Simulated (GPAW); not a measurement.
BaPbO3 (I4/mcm), O K edge of atom 5, with 2 Pb at 2.18 Å (linear, site symmetry 422). Method: GPAW, LDA, excited-electron core hole (neutral cell), 10-atom cell with 6.0 Å between holes, 7×7×7 k points, dipole transitions, Gaussian full width 0.9 eV up to 4 eV, rising linearly to 3.5 eV at 25 eV, without spin-orbit coupling.

```
Pb Ba O
1.0
    -3.01922    3.01922    4.36185
     3.01922   -3.01922    4.36185
     3.01922    3.01922   -4.36185
Pb Ba O
2 2 6
Direct
  0.50000 0.50000 0.00000
  0.00000 0.00000 0.00000
  0.75000 0.25000 0.50000
  0.25000 0.75000 0.50000
  0.25000 0.25000 0.00000
  0.75000 0.75000 0.00000
  0.29639 0.79639 0.09278
  0.79639 0.70361 0.50000
  0.20361 0.29639 0.50000
  0.70361 0.20361 0.90722
```

Energy from the lowest empty level; a common scale on which the isotropic spectrum has a mean of 1 over the first 20 eV.

```
E (eV)  curve 1  curve 2
  -2.0     0.00     0.00
  -1.4     0.00     0.00
  -0.8     0.00     0.14
  -0.2     0.02     1.48
   0.4     0.06     2.61
   1.0     0.05     2.60
   1.6     0.03     2.45
   2.2     0.07     1.40
   2.8     0.50     0.50
   3.4     1.95     0.72
   4.0     2.76     1.49
   4.6     2.79     1.42
   5.2     2.39     1.05
   5.8     1.24     1.66
   6.4     0.75     2.41
   7.0     0.87     2.48
   7.6     1.04     2.16
   8.2     1.06     2.00
   8.8     0.98     1.91
   9.4     0.87     1.37
  10.0     0.77     0.63
  10.6     0.87     0.22
  11.2     1.13     0.15
  11.8     1.26     0.20
  12.4     1.15     0.25
  13.0     1.01     0.29
  13.6     0.97     0.31
  14.2     0.99     0.31
  14.8     1.00     0.31
  15.4     0.97     0.31
  16.0     0.88     0.30
  16.6     0.78     0.29
  17.2     0.73     0.30
  17.8     0.71     0.33
  18.4     0.70     0.37
  19.0     0.70     0.43
  19.6     0.69     0.50
  20.2     0.69     0.58
  20.8     0.70     0.68
  21.4     0.72     0.79
  22.0     0.77     0.89
  22.6     0.82     0.98
  23.2     0.89     1.06
  23.8     0.96     1.12
  24.4     1.03     1.20
  25.0     1.12     1.32
  25.6     1.20     1.47
  26.2     1.25     1.65
  26.8     1.25     1.82
  27.4     1.18     1.95
  28.0     1.07     2.01
  28.6     0.94     1.99
  29.2     0.83     1.89
  29.8     0.75     1.75
  30.4     0.70     1.59
  31.0     0.69     1.43
  31.6     0.70     1.27
```

The curves are for the electric vector along different Cartesian axes of the cell as given, averaged over the symmetry-equivalent atoms. Which is which?

Curve 1: along x (⊥ c) (the other in-plane axis gives the same curve within 3 %), main maxima 4.7 eV (2.81), 7.9 eV (1.07) and 11.8 eV (1.26). Curve 2: along z (c), main maxima 0.6 eV (2.63), 4.3 eV (1.61) and 6.7 eV (2.54). A K edge sees empty p states on the absorber. Each direction probes the empty orbitals that point along it. The unit cell's mesh shows no gap over 0.35 eV. That is right for a metallic compound; for a small-gap or correlated insulator it would be the fault of the functional or of the assumed magnetic order, and the hole would be screened too well. The crystal has 2 inequivalent O sites and not all are shown here, while a measurement adds them all.

[Banner, clock and machine lines of the logs are left out without a mark of their own.]

[Logs are printed without paths, hosts, clocks, repeated set-up lines and the standing remarks that a program may print on its own settings, such as how far it seeks lower states.]

[Hosts, paths, dates, database ids (printed as entryN), source tags and the programs' standing remarks are cut or masked in the printed files.]

[Lists of maxima count a maximum above −3 eV only where it reaches 4 % of the highest in the window and stands out from its surroundings by 2 % of it (1.5 % where it reaches 55 %); shoulders and weaker maxima are passed over, and of the rest the first, up to two pre-edge ones and the few strongest are named.]
